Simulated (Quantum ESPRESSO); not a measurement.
# Wannier-interpolated electron–phonon scattering in V (Im-3m), part 2 of 3

The plan: phonons and Wannier functions of V (Im-3m), and, if the interpolated phonons are stable, its coupling and resistivity.

Quantum ESPRESSO 7.5; DFT PBEsol, scalar-relativistic, plane waves, PseudoDojo 0.4.1 norm-conserving pseudopotentials.

So far. Step 2 (Relaxation): The volume ends at 12.94 Å³ an atom, -6.8 % from the start. Step 3 (Ground state): The Fermi level lies at 17.33 eV and the pressure is -0.015 GPa.

### Step 4. Phonons on the coarse mesh

ph.x gives the dynamical matrices and the changes of the potential on a coarse q mesh, which EPW interpolates.

The input, ph.in:

```
phonons
&INPUTPH
  prefix       = 'x'
  outdir       = './tmp'
  tr2_ph       = 1.0d-14
  fildyn       = 'x.dyn'
  fildvscf     = 'dvscf'
  ldisp        = .true.
  nq1          = 4
  nq2          = 4
  nq3          = 4
  alpha_mix(1) = 0.5
  amass(1)     = 50.9415
/
```

The run is started by

```sh
> OMP_NUM_THREADS=1 mpirun -n 8 ph.x -nk 8 -in ph.in > ph.out
```

The program printed:

```text
[banner, memory and clock lines left out]
Program PHONON v.7.5

     ./tmp/x.save/

     IMPORTANT: XC functional enforced from input :
     Exchange-correlation= PBESOL
                           (   1   4  10   8   0   0   0)
     Any further DFT definition will be discarded
     Please, verify this is what you really want

     G-vector sticks info

     Reading collected, re-writing distributed wavefunctions in ./tmp/

     Dynamical matrices for ( 4, 4, 4)  uniform grid of q-points
     (   8 q-points):
       N         xq(1)         xq(2)         xq(3)
       1   0.000000000   0.000000000   0.000000000
       2   0.216506351   0.216506351   0.000000000
       3  -0.433012702  -0.433012702   0.000000000
       4   0.433012702   0.216506351   0.216506351
       5   0.433012702   0.433012702   0.433012702
       6   0.000000000   0.000000000   0.433012702
       7  -0.866025404  -0.216506351  -0.216506351
       8  -0.866025404  -0.866025404  -0.866025404

     Number and degeneracy of irreps per q-point
       N         xq(1)         xq(2)         xq(3)   N irreps
       1   0.000000000   0.000000000   0.000000000       1
        3
       2   0.216506351   0.216506351   0.000000000       3
     No degeneracy
       3  -0.433012702  -0.433012702   0.000000000       3
     No degeneracy
       4   0.433012702   0.216506351   0.216506351       3
     No degeneracy
       5   0.433012702   0.433012702   0.433012702       1
        3
       6   0.000000000   0.000000000   0.433012702       2
        1   2
       7  -0.866025404  -0.216506351  -0.216506351       3
     No degeneracy
       8  -0.866025404  -0.866025404  -0.866025404       1
        3

     Saving dvscf to file. Distribute only q points, not irreducible representations.

     Calculation of q =    0.0000000   0.0000000   0.0000000

     phonons

     bravais-lattice index     =            0
     lattice parameter (alat)  =       4.8413  a.u.
     unit-cell volume          =      87.3497 (a.u.)^3
     number of atoms/cell      =            1
     number of atomic types    =            1
     kinetic-energy cut-off    =      84.0000  Ry
     charge density cut-off    =     336.0000  Ry
     convergence threshold     =      1.0E-14
     beta                      =       0.5000
     number of iterations used =            4
     Exchange-correlation= PBESOL
                           (   1   4  10   8   0   0   0)

     celldm(1)=    4.84129  celldm(2)=    0.00000  celldm(3)=    0.00000
     celldm(4)=    0.00000  celldm(5)=    0.00000  celldm(6)=    0.00000

     crystal axes: (cart. coord. in units of alat)
               a(1) = ( -0.5774  0.5774  0.5774 )
               a(2) = (  0.5774 -0.5774  0.5774 )
               a(3) = (  0.5774  0.5774 -0.5774 )

     reciprocal axes: (cart. coord. in units 2 pi/alat)
               b(1) = ( -0.0000  0.8660  0.8660 )
               b(2) = (  0.8660 -0.0000  0.8660 )
               b(3) = (  0.8660  0.8660  0.0000 )

     Atoms inside the unit cell:

     Cartesian axes

     site n.  atom      mass           positions (alat units)
        1  V      50.9415   tau(    1) = (    0.00000    0.00000    0.00000  )

     Computing dynamical matrix for
                    q = (   0.0000000   0.0000000   0.0000000 )

     49 Sym.Ops. (with q -> -q+G )

     G cutoff =  199.4811  (   8949 G-vectors)     FFT grid: ( 30, 30, 30)

     number of k points=    72  Marzari-Vanderbilt smearing, width (Ry)=  0.0200

     PseudoPot. # 1 for V  read from file:
     ./pseudo/V.upf
     Pseudo is Norm-conserving + core correction, Zval = 13.0
     Using radial grid of 1536 points,  6 beta functions with:
                l(1) =   0
                l(2) =   0
                l(3) =   1
                l(4) =   1
                l(5) =   2
                l(6) =   2

     Mode symmetry, O_h (m-3m)  point group:

     Atomic displacements:
     There are    1 irreducible representations

     Representation     1      3 modes -  To be done

     Alpha used in Ewald sum =   2.8000

     Representation #   1 modes #   1   2   3

     Self-consistent Calculation

     Pert. #  1: Fermi energy shift (Ry) =    -5.7219E-28     3.9183E-38
     Pert. #  2: Fermi energy shift (Ry) =     5.3853E-28     8.6203E-38
     Pert. #  3: Fermi energy shift (Ry) =     4.6911E-28     7.8366E-38

      thresh= 1.000E-02 alpha_mix =  0.500 |ddv_scf|^2 =  1.071E-05

     Pert. #  1: Fermi energy shift (Ry) =    -3.1975E-28    -8.5713E-40
     Pert. #  2: Fermi energy shift (Ry) =    -1.2790E-27    -1.2245E-40
     Pert. #  3: Fermi energy shift (Ry) =     7.1944E-28    -3.6734E-40

      thresh= 3.273E-04 alpha_mix =  0.500 |ddv_scf|^2 =  2.035E-07

     Pert. #  1: Fermi energy shift (Ry) =    -2.9451E-28     9.1835E-41
     Pert. #  2: Fermi energy shift (Ry) =     3.4184E-27    -9.1835E-41
     Pert. #  3: Fermi energy shift (Ry) =    -2.8123E-28    -5.3571E-41

      thresh= 4.511E-05 alpha_mix =  0.500 |ddv_scf|^2 =  1.058E-08

     Pert. #  1: Fermi energy shift (Ry) =     6.7316E-29    -3.3673E-40
     Pert. #  2: Fermi energy shift (Ry) =     1.3463E-27     5.3571E-41
     Pert. #  3: Fermi energy shift (Ry) =    -1.2643E-27    -5.7397E-41

      thresh= 1.029E-05 alpha_mix =  0.500 |ddv_scf|^2 =  5.763E-11

     Pert. #  1: Fermi energy shift (Ry) =    -1.8512E-27    -4.7831E-43
     Pert. #  2: Fermi energy shift (Ry) =    -5.3853E-28     1.1958E-42
     Pert. #  3: Fermi energy shift (Ry) =    -1.2369E-27     4.6336E-43

      thresh= 7.591E-07 alpha_mix =  0.500 |ddv_scf|^2 =  2.852E-13

     Pert. #  1: Fermi energy shift (Ry) =     5.3853E-28     0.0000E+00
     Pert. #  2: Fermi energy shift (Ry) =     2.6926E-27     9.5662E-43
     Pert. #  3: Fermi energy shift (Ry) =    -1.3695E-27     3.5873E-43

      thresh= 5.341E-08 alpha_mix =  0.500 |ddv_scf|^2 =  7.608E-15

     End of self-consistent calculation

     Convergence has been achieved

     Number of q in the star =    1
     List of q in the star:
          1   0.000000000   0.000000000   0.000000000

     Diagonalizing the dynamical matrix

     q = (    0.000000000   0.000000000   0.000000000 )

 **************************************************************************
     freq (    1) =      -0.993591 [THz] =     -33.142616 [cm-1]
     freq (    2) =      -0.993591 [THz] =     -33.142616 [cm-1]
     freq (    3) =      -0.993591 [THz] =     -33.142616 [cm-1]
 **************************************************************************

     Mode symmetry, O_h (m-3m)  point group:

     freq (   1-   3) =        -33.1  [cm-1]   --> T_1u G_15  G_4- I

     Calculation of q =    0.2165064   0.2165064   0.0000000

     G-vector sticks info

     Title:
[...]
thresh= 4.637E-08 alpha_mix =  0.500 |ddv_scf|^2 =  5.699E-13

[...]
End of self-consistent calculation

     Convergence has been achieved

     Representation #   2 mode #   2

     Self-consistent Calculation

[...]
End of self-consistent calculation

     Convergence has been achieved

     Representation #   3 mode #   3

     Self-consistent Calculation

[...]
thresh= 1.310E-08 alpha_mix =  0.500 |ddv_scf|^2 =  1.045E-16

     End of self-consistent calculation

     Convergence has been achieved

     Number of q in the star =   12
     List of q in the star:
          1  -0.866025404  -0.216506351  -0.216506351
          2  -0.216506351   0.866025404  -0.216506351
          3  -0.866025404   0.216506351  -0.216506351
          4   0.216506351  -0.866025404  -0.216506351
          5   0.216506351  -0.866025404   0.216506351
          6   0.866025404  -0.216506351   0.216506351
          7  -0.866025404   0.216506351   0.216506351
          8  -0.216506351   0.866025404   0.216506351
          9   0.216506351  -0.216506351   0.866025404
         10  -0.216506351  -0.216506351  -0.866025404
         11   0.216506351   0.216506351  -0.866025404
         12  -0.216506351   0.216506351   0.866025404

     Diagonalizing the dynamical matrix

     q = (   -0.866025404  -0.216506351  -0.216506351 )

 **************************************************************************
     freq (    1) =       4.965307 [THz] =     165.624809 [cm-1]
     freq (    2) =       6.330244 [THz] =     211.154202 [cm-1]
     freq (    3) =       7.359619 [THz] =     245.490463 [cm-1]
 **************************************************************************

     Mode symmetry, C_2v (mm2)  point group:

     freq (   1-   1) =        165.6  [cm-1]   --> A_1  D_1  S_1
     freq (   2-   2) =        211.2  [cm-1]   --> B_2  D_4  S_4
     freq (   3-   3) =        245.5  [cm-1]   --> B_1  D_3  S_3

     Calculation of q =   -0.8660254  -0.8660254  -0.8660254

     G-vector sticks info

     Title:
     phonons

     bravais-lattice index     =            0
     lattice parameter (alat)  =       4.8413  a.u.
     unit-cell volume          =      87.3497 (a.u.)^3
     number of atoms/cell      =            1
     number of atomic types    =            1
     number of electrons       =        13.00
     number of Kohn-Sham states=           11
     kinetic-energy cutoff     =      84.0000  Ry
     charge density cutoff     =     336.0000  Ry
     Exchange-correlation= PBESOL
                           (   1   4  10   8   0   0   0)

     celldm(1)=   4.841290  celldm(2)=   0.000000  celldm(3)=   0.000000
     celldm(4)=   0.000000  celldm(5)=   0.000000  celldm(6)=   0.000000

     crystal axes: (cart. coord. in units of alat)
               a(1) = (  -0.577350   0.577350   0.577350 )
               a(2) = (   0.577350  -0.577350   0.577350 )
               a(3) = (   0.577350   0.577350  -0.577350 )

     reciprocal axes: (cart. coord. in units 2 pi/alat)
               b(1) = ( -0.000000  0.866025  0.866025 )
               b(2) = (  0.866025 -0.000000  0.866025 )
               b(3) = (  0.866025  0.866025  0.000000 )

     PseudoPot. # 1 for V  read from file:
     ./pseudo/V.upf
     Pseudo is Norm-conserving + core correction, Zval = 13.0
     Using radial grid of 1536 points,  6 beta functions with:
[...]
l(5) =   2
                l(6) =   2

     atomic species   valence    mass     pseudopotential
     V                13.00    50.94150     V ( 1.00)

     48 Sym. Ops., with inversion, found

   Cartesian axes

     site n.     atom                  positions (alat units)
         1        V      tau(   1) = (   0.0000000   0.0000000   0.0000000  )

     number of k points=   144  Marzari-Vanderbilt smearing, width (Ry)=  0.0200

     Number of k-points >= 100: set verbosity='high' to print them.

     Dense  grid:     8949 G-vectors     FFT dimensions: (  30,  30,  30)

     The potential is recalculated from file :
     ./tmp/_ph0/x.q_8/x.save/charge-density

     Starting wfcs are   10 atomic +    1 random wfcs

     Band Structure Calculation
     Davidson diagonalization with overlap

     ethr =  7.69E-11,  avg # of iterations = 11.8

     End of band structure calculation

     Number of k-points >= 100: set verbosity='high' to print the bands.

     the Fermi energy is    17.3322 ev

     Writing config to output data dir ./tmp/_ph0/x.q_8/x.save/ :
     XML data file

     phonons

     bravais-lattice index     =            0
     lattice parameter (alat)  =       4.8413  a.u.
     unit-cell volume          =      87.3497 (a.u.)^3
     number of atoms/cell      =            1
     number of atomic types    =            1
     kinetic-energy cut-off    =      84.0000  Ry
     charge density cut-off    =     336.0000  Ry
     convergence threshold     =      1.0E-14
     beta                      =       0.5000
     number of iterations used =            4
     Exchange-correlation= PBESOL
                           (   1   4  10   8   0   0   0)

     celldm(1)=    4.84129  celldm(2)=    0.00000  celldm(3)=    0.00000
     celldm(4)=    0.00000  celldm(5)=    0.00000  celldm(6)=    0.00000

     crystal axes: (cart. coord. in units of alat)
               a(1) = ( -0.5774  0.5774  0.5774 )
               a(2) = (  0.5774 -0.5774  0.5774 )
               a(3) = (  0.5774  0.5774 -0.5774 )

     reciprocal axes: (cart. coord. in units 2 pi/alat)
               b(1) = ( -0.0000  0.8660  0.8660 )
               b(2) = (  0.8660 -0.0000  0.8660 )
               b(3) = (  0.8660  0.8660  0.0000 )

     Atoms inside the unit cell:

     Cartesian axes

     site n.  atom      mass           positions (alat units)
        1  V      50.9415   tau(    1) = (    0.00000    0.00000    0.00000  )

     Computing dynamical matrix for
                    q = (  -0.8660254  -0.8660254  -0.8660254 )

     49 Sym.Ops. (with q -> -q+G )

     G cutoff =  199.4811  (   8949 G-vectors)     FFT grid: ( 30, 30, 30)

     number of k points=   144  Marzari-Vanderbilt smearing, width (Ry)=  0.0200

     PseudoPot. # 1 for V  read from file:
     ./pseudo/V.upf
     Pseudo is Norm-conserving + core correction, Zval = 13.0
     Using radial grid of 1536 points,  6 beta functions with:
                l(1) =   0
                l(2) =   0
                l(3) =   1
                l(4) =   1
                l(5) =   2
                l(6) =   2

     Mode symmetry, O_h (m-3m)  point group:

     Atomic displacements:
     There are    1 irreducible representations

     Representation     1      3 modes -  To be done

     Message from routine init_vloc:
     Interpolation table for Vloc re-allocated

     Alpha used in Ewald sum =   2.8000

     Representation #   1 modes #   1   2   3

     Self-consistent Calculation

      thresh= 1.000E-02 alpha_mix =  0.500 |ddv_scf|^2 =  3.880E-05

      thresh= 6.229E-04 alpha_mix =  0.500 |ddv_scf|^2 =  2.245E-07

      thresh= 4.738E-05 alpha_mix =  0.500 |ddv_scf|^2 =  1.248E-08

      thresh= 1.117E-05 alpha_mix =  0.500 |ddv_scf|^2 =  1.918E-11

      thresh= 4.379E-07 alpha_mix =  0.500 |ddv_scf|^2 =  1.334E-12

      thresh= 1.155E-07 alpha_mix =  0.500 |ddv_scf|^2 =  4.834E-14

      thresh= 2.199E-08 alpha_mix =  0.500 |ddv_scf|^2 =  4.100E-16

     End of self-consistent calculation

     Convergence has been achieved

     Number of q in the star =    1
     List of q in the star:
          1  -0.866025404  -0.866025404  -0.866025404

     Diagonalizing the dynamical matrix

     q = (   -0.866025404  -0.866025404  -0.866025404 )

 **************************************************************************
     freq (    1) =       7.910445 [THz] =     263.864047 [cm-1]
     freq (    2) =       7.910445 [THz] =     263.864047 [cm-1]
     freq (    3) =       7.910445 [THz] =     263.864047 [cm-1]
 **************************************************************************

     Mode symmetry, O_h (m-3m)  point group:

     freq (   1-   3) =        263.9  [cm-1]   --> T_1u G_15  G_4-
```

It took 7.9 min on 8 MPI ranks of Arm Neoverse V2, shared host.

Numbers from this step:

```yaml
lowest_frequency_off_the_zone_centre: 90.85 cm⁻¹
largest_magnitude_of_the_acoustic_modes_at_the_zone_centre_before_the_sum_rule: 33.14 cm⁻¹
```

Frequencies at the irreducible wavevectors:

```tsv
q1	q2	q3	star	mode 1 (cm⁻¹)	mode 2 (cm⁻¹)	mode 3 (cm⁻¹)
0	0	0	1	-33.1	-33.1	-33.1
0	0	0.25	12	90.9	114.9	170.7
0	0	-0.5	6	177.9	198.4	227.4
0	0.25	0.25	24	137.8	158.5	226.9
0.25	0.25	0.25	2	197.7	197.7	197.7
0.25	0.25	-0.25	6	137.5	137.5	247.2
0.25	-0.5	-0.5	12	165.6	211.2	245.5
-0.5	-0.5	-0.5	1	263.9	263.9	263.9
```

The lowest mode off the zone centre lies at 90.9 cm⁻¹ and the highest of all solved modes at 264 cm⁻¹, so the solved wavevectors are stable. The acoustic modes at the centre lie within 33 cm⁻¹ of zero before the sum rule is imposed, a large miss that can shift other modes too.

### Step 5. Bands for the check

Bands on a path serve later as the test of the Wannier interpolation; inside the frozen window, points that lie on the coarse mesh match by construction, and those between them test it.

The input, bands.in:

```
&CONTROL
  calculation = 'bands'
  prefix      = 'x'
  outdir      = './tmp'
  pseudo_dir  = './pseudo'
  verbosity   = 'high'
/
&SYSTEM
  ibrav       = 0
  nat         = 1
  ntyp        = 1
  ecutwfc     = 84.0
  occupations = 'smearing'
  smearing    = 'mv'
  degauss     = 0.02
  nbnd        = 29
/
&ELECTRONS
  conv_thr = 1.0d-10
/
ATOMIC_SPECIES
 V      50.9415  V.upf
CELL_PARAMETERS angstrom
    -1.479114000    1.479114000    1.479114000
     1.479114000   -1.479114000    1.479114000
     1.479114000    1.479114000   -1.479114000
ATOMIC_POSITIONS crystal
 V      0.000000000   0.000000000   0.000000000
K_POINTS crystal
78
 0.00000000 0.00000000 0.00000000 0.01282051
 0.02631579 -0.02631579 0.02631579 0.01282051
 0.05263158 -0.05263158 0.05263158 0.01282051
 0.07894737 -0.07894737 0.07894737 0.01282051
[the list of k-points goes on]
```

The run is started by

```sh
> OMP_NUM_THREADS=1 mpirun -n 8 pw.x -nk 8 -in bands.in > bands.out
```

The program printed:

```text
[banner, memory and clock lines left out]
[...]
number of Kohn-Sham states=           29
```

Run time: 3.4 s. Hardware: 8 MPI ranks.

### Step 6. States on the coarse mesh

Wannier functions need the states on a full uniform k mesh, and the couplings need it to be a multiple of the q mesh.

The input, nscf.in:

```
&CONTROL
  calculation = 'nscf'
  prefix      = 'x'
  outdir      = './tmp'
  pseudo_dir  = './pseudo'
  verbosity   = 'high'
/
&SYSTEM
  ibrav       = 0
  nat         = 1
  ntyp        = 1
  ecutwfc     = 84.0
  occupations = 'smearing'
  smearing    = 'mv'
  degauss     = 0.02
  nbnd        = 29
/
&ELECTRONS
  conv_thr = 1.0d-11
/
ATOMIC_SPECIES
 V      50.9415  V.upf
CELL_PARAMETERS angstrom
    -1.479114000    1.479114000    1.479114000
     1.479114000   -1.479114000    1.479114000
     1.479114000    1.479114000   -1.479114000
ATOMIC_POSITIONS crystal
 V      0.000000000   0.000000000   0.000000000
K_POINTS crystal
512
 0.00000000 0.00000000 0.00000000 0.00195312
 0.00000000 0.00000000 0.12500000 0.00195312
 0.00000000 0.00000000 0.25000000 0.00195312
 0.00000000 0.00000000 0.37500000 0.00195312
[the list of k-points goes on]
```

The run is started by

```sh
> OMP_NUM_THREADS=1 mpirun -n 8 pw.x -nk 8 -in nscf.in > nscf.out
```

The program printed:

```text
[banner, memory and clock lines left out]
[...]
number of Kohn-Sham states=           29
     the Fermi energy is    17.3060 ev
```

Wall time 20 s (8 MPI ranks); 2.7 min of CPU time.

This step gave:

| Item | Value |
| --- | --- |
| Fermi energy | 17.31 eV |

(Continued in part 3 of 3.)

[The logs of pw.x and epw.x are selected lines.]

[Logs are printed without paths, hosts, clocks, repeated set-up lines and the standing remarks that a program may print on its own settings, such as how far it seeks lower states.]

[Hosts, paths, dates, database ids (printed as entryN), source tags and the programs' standing remarks are cut or masked in the printed files.]
